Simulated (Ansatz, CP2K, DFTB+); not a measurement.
# Generalised stacking fault on (111) (glide set) of a Ge-Si solid solution (72 atoms) in CP2K, part 2 of 2

Aim: run generalised stacking fault on (111) (glide set) of a Ge-Si solid solution (72 atoms) in CP2K and see how near its forces come to a plane-wave reference, and at what cost.

Program: CP2K 2026.2; the method stands at each step. Banners, paths, timers and routine set-up lines are dropped from the logs unmarked, and long logs keep their key lines alone; longer cuts are marked.

So far. Step 3 (PBE, DZVP-MOLOPT-SR, 175/50 Ry, diagonalisation): Against the first run (2.9 %), the force difference from the reference is 2.9 %, at 1.0 times the CPU time: the change moves forces by 0.11 meV/Å r.m.s., so most of the difference comes from elsewhere.

## (4) RPBE, PBE potentials, DZVP-MOLOPT-SR, 350/50 Ry, diagonalisation

Method: Kohn-Sham DFT, RPBE, GTH-PBE pseudopotentials, Gaussian and plane waves, DZVP-MOLOPT-SR-GTH, diagonalisation.

Contents of input.inp:

```
&GLOBAL
  PROJECT cell
  RUN_TYPE ENERGY_FORCE
  PRINT_LEVEL LOW
&END GLOBAL
&FORCE_EVAL
  METHOD QS
  STRESS_TENSOR ANALYTICAL
  &DFT
    BASIS_SET_FILE_NAME BASIS_MOLOPT
    POTENTIAL_FILE_NAME GTH_POTENTIALS
    &MGRID
      CUTOFF 350
      REL_CUTOFF 50
    &END MGRID
    &QS
      EPS_DEFAULT 1.0E-12
    &END QS
    &SCF
      SCF_GUESS ATOMIC
      EPS_SCF 1.0E-06
      MAX_SCF 200
      ADDED_MOS 32
      &DIAGONALIZATION
        ALGORITHM STANDARD
      &END DIAGONALIZATION
      &SMEAR ON
        METHOD FERMI_DIRAC
        ELECTRONIC_TEMPERATURE [K] 580
      &END SMEAR
      &MIXING
        METHOD BROYDEN_MIXING
        ALPHA 0.15
        NBROYDEN 8
      &END MIXING
      &PRINT
        &RESTART OFF
        &END RESTART
      &END PRINT
    &END SCF
    &XC
      &XC_FUNCTIONAL
        &GGA_X_RPBE
        &END GGA_X_RPBE
        &GGA_C_PBE
        &END GGA_C_PBE
      &END XC_FUNCTIONAL
    &END XC
    &PRINT
      &MULLIKEN ON
      &END MULLIKEN
      &HIRSHFELD ON
        SHAPE_FUNCTION DENSITY
      &END HIRSHFELD
      &MO ON
        EIGENVALUES T
        OCCUPATION_NUMBERS T
        MO_INDEX_RANGE 133 156
        &EACH
          QS_SCF 0
        &END EACH
        ADD_LAST NUMERIC
      &END MO
    &END PRINT
  &END DFT
  &SUBSYS
    &CELL
      A 6.84865 0.00000 0.00000
      B 0.00000 11.86221 0.00000
      C 1.71216 0.00000 19.57091
    &END CELL
    &TOPOLOGY
      COORD_FILE_NAME structure.xyz
      COORD_FILE_FORMAT XYZ
    &END TOPOLOGY
    &KIND Ge
      BASIS_SET DZVP-MOLOPT-SR-GTH-q4
      POTENTIAL GTH-PBE-q4
    &END KIND
    &KIND Si
      BASIS_SET DZVP-MOLOPT-SR-GTH-q4
      POTENTIAL GTH-PBE-q4
    &END KIND
  &END SUBSYS
  &PRINT
    &FORCES ON
    &END FORCES
    &STRESS_TENSOR ON
    &END STRESS_TENSOR
  &END PRINT
&END FORCE_EVAL
```

Contents of structure.xyz:

```xyz
72

Ge 3.52539 1.94267 0.40531
Ge 3.40820 1.85442 2.87653
Ge 5.72814 1.98787 3.70673
Si 5.68580 1.92168 6.06757
Si 6.79747 0.00237 0.38966
Ge 6.99122 0.00652 2.79453
Si 2.28784 11.82935 3.63060
Ge 2.22704 0.03559 6.03332
Ge 4.54832 0.04875 6.81459
Si 4.53543 0.01708 9.26076
Si 3.43188 5.91675 0.41353
Si 3.45497 5.93407 2.77946
Ge 5.64539 5.95305 3.73080
Ge 5.73544 5.96562 5.98987
Si 0.05344 3.99116 0.44563
Ge 6.85784 3.95522 2.84894
Ge 2.39020 3.92912 3.60907
Si 2.23016 3.93885 6.12452
Ge 4.61210 4.02520 6.89385
Si 4.47724 3.96055 9.27113
[... 48 atom lines left out ...]
Si 7.97583 5.93348 16.59887
Si 8.04992 5.87820 18.97224
Ge 7.89670 9.91728 16.50376
Si 7.98859 9.98513 18.97263
```

Launch:

```bash
$ OMP_NUM_THREADS=2 cp2k.psmp -i input.inp > output.txt
```

Numbers of over 12 decimals in the logs are rounded to 6 here.

What it wrote:

```text
CP2K| version string:                                       CP2K version 2026.2
 CP2K| Input file name                                                 input.inp
 GLOBAL| Basis set file name                                        BASIS_MOLOPT
 GLOBAL| Potential file name                                      GTH_POTENTIALS
[... lines left out ...]
 Number of electrons:                                                        288
[... lines left out ...]
  Step     Update method      Time    Convergence         Total energy    Change
[... lines left out ...]
  *** SCF run converged in    18 steps ***
[... lines left out ...]
  Fermi energy:                                                 0.189270
  Total energy:                                              -282.655690
  Total energy (extrapolated to T->0):                       -282.654000
[... lines left out ...]
 MO| E(Fermi):            0.189270 a.u.          5.150296 eV
[... lines left out ...]
 ENERGY| Total FORCE_EVAL ( QS ) energy [hartree]           -282.655686
[... lines left out ...]
 FORCES|      1  2.65067879E-02 -7.91943840E-03  1.21475038E-02   3.02140556E-02
 FORCES|      2  1.86934134E-02  8.02273777E-03 -9.20852762E-03   2.23294650E-02
 FORCES|      3 -4.79819875E-03 -1.08852228E-02 -5.36995499E-03   1.30517126E-02
[...]
FORCES|     71  2.63822326E-02 -3.25043893E-03  2.72503064E-02   3.80679228E-02
 FORCES|     72 -2.97298998E-02 -1.25008138E-02 -1.82597999E-02   3.70615378E-02
 FORCES| Sum     3.77452493E-06  5.36543321E-07  4.05514998E-06
 FORCES| Total atomic force                                       5.56589243E-06
 STRESS| Analytical stress tensor [bar]
 STRESS|                        x                   y                   z
 STRESS|      x       -4.52164287690E+04   2.75380441974E+03   4.87024335151E+03
 STRESS|      y        2.75380441974E+03   1.35670916148E+05  -1.12843629934E+03
 STRESS|      z        4.87024335151E+03  -1.12843629934E+03   2.87671386518E+04
 STRESS| 1/3 Trace                                             3.97405420101E+04
```

It took 1.8 min on 2 threads of Intel Xeon 6975P-C (Granite Rapids), shared host; peak memory 1.9 GiB.

Numbers from this run, and their distance from the reference:

```yaml
r_m_s_force_component: 0.9009 eV/Å
r_m_s_difference_of_force_components: 25.15 meV/Å
longest_difference_of_force_vectors: 109 meV/Å
force_difference_over_r_m_s_force: 2.783 %
slope_of_forces_against_the_reference_s: 0.9965
correlation_of_force_components: 0.9996
pressure: 3.974 GPa
pressure_difference: 0.9257 GPa
```

Against the first run (2.9 %), the force difference from the reference is 2.8 %, at 1.0 times the CPU time; the model has changed, so this is no error of the program alone.

## (5) All runs compared

Differences are against the plane-wave reference, forces as r.m.s. over components; share is that over the reference's r.m.s. force, slope the least-squares factor from reference forces to these. Total energies of different programs have different zeros and aren't compared.

```tsv
run	Δ force, r.m.s. (meV/Å)	share (%)	slope	Δ pressure (GPa)	cores	CPU time	memory (GiB)
reference	-	-	-	-	4	51 s	2.3
CP2K PBE, DZVP-MOLOPT-SR, 350/50 Ry, diagonalisation	25.8	2.85	0.997	0.495	2	3.2 min	1.9
CP2K PBE, DZVP-MOLOPT-SR, 175/50 Ry, diagonalisation (coarse)	25.8	2.85	0.997	0.495	2	3.3 min	0.98
CP2K RPBE, PBE potentials, DZVP-MOLOPT-SR, 350/50 Ry, diagonalisation	25.2	2.78	0.997	0.926	2	3.3 min	1.9
```

Rows marked coarse were listed beforehand as settings not expected to be converged; some can still land near the reference.

CPU time is summed over cores on a shared host, where runs went side by side, so it is rough. Symmetry, cutoffs, thresholds, outputs and thread counts weren't matched or tuned between programs; memory under MPI is the largest rank's times the ranks.

Mean charges by element (e), by run and scheme:

```tsv
run	scheme	Ge	Si
reference	Löwdin	+0.01	+0.08
CP2K PBE, DZVP-MOLOPT-SR, 350/50 Ry, diagonalisation	Mulliken	+0.10	-0.23
CP2K PBE, DZVP-MOLOPT-SR, 350/50 Ry, diagonalisation	Hirshfeld	0.00	-0.01
CP2K RPBE, PBE potentials, DZVP-MOLOPT-SR, 350/50 Ry, diagonalisation	Mulliken	+0.10	-0.24
CP2K RPBE, PBE potentials, DZVP-MOLOPT-SR, 350/50 Ry, diagonalisation	Hirshfeld	0.00	-0.01
```

The reference's Löwdin charges lack the electrons that the projection spills, 0.029 e an atom on average.

Within one program, basis, potentials and functional, energies share a zero. Each run against its twin at the usual cutoff or grid and solver:

```tsv
run	twin	Δ energy (meV/atom)	Δ force, r.m.s. (meV/Å)	CPU time over the twin's
CP2K PBE, DZVP-MOLOPT-SR, 175/50 Ry, diagonalisation	DZVP-MOLOPT-SR, 350/50 Ry, diagonalisation	6.0e-4	0.108	1.0
```

Further runs of this program without a result: CP2K GFN1-xTB, diagonalisation (not converged).

## (6) Outcome

```json
{"nearest in forces": "CP2K RPBE, PBE potentials, DZVP-MOLOPT-SR, 350/50 Ry, diagonalisation, 2.8 %", "its CPU time": "3.3 min"}
```

In words: The PBE run in local orbitals, coarse settings apart, differs by 2.9 % (CP2K PBE, DZVP-MOLOPT-SR, 350/50 Ry, diagonalisation); basis, grid and potentials can all enter. Rows with another functional or a dispersion term differ by 2.8 % (CP2K RPBE, PBE potentials, DZVP-MOLOPT-SR, 350/50 Ry, diagonalisation), which mixes the change of model with differences of basis and potentials, some of them made for another functional. Runs with settings chosen to be coarse differ by 2.9 % (CP2K PBE, DZVP-MOLOPT-SR, 175/50 Ry, diagonalisation), their programs' other errors included. None of the electronic-structure runs in the table takes under half the reference's CPU time of 51 s; they take 3.8 to 3.9 times as much. Charges hang on scheme and program or settings: among these rows the mean for Si runs from -0.24 to +0.08 e, even in sign. The potentials hold different valence shells: 798 electrons in the reference, 288 in CP2K with DZVP-MOLOPT-SR; this bears on time and differences. The reference's stress is far from hydrostatic: its diagonal is -5.5, 12.7, 1.9 GPa, compression counted positive. The host structure and its lattice constant were typed by rule, without a check against the phase diagram. The reference's pressure of 3.0 GPa belongs to a cell and atoms that aren't relaxed at this level. The electronic-structure runs sample only Γ, in a cell whose shortest periodic width is 7 Å, which is coarse for a cell with partly filled levels.

[Also dropped from logs without a mark: logging warnings of Python, and SIESTA's first energy breakdown and zero terms.]

[Logs are printed without paths, hosts, clocks, repeated set-up lines and the standing remarks that a program may print on its own settings, such as how far it seeks lower states.]

[Hosts, paths, dates, database ids (printed as entryN), source tags and the programs' standing remarks are cut or masked in the printed files.]
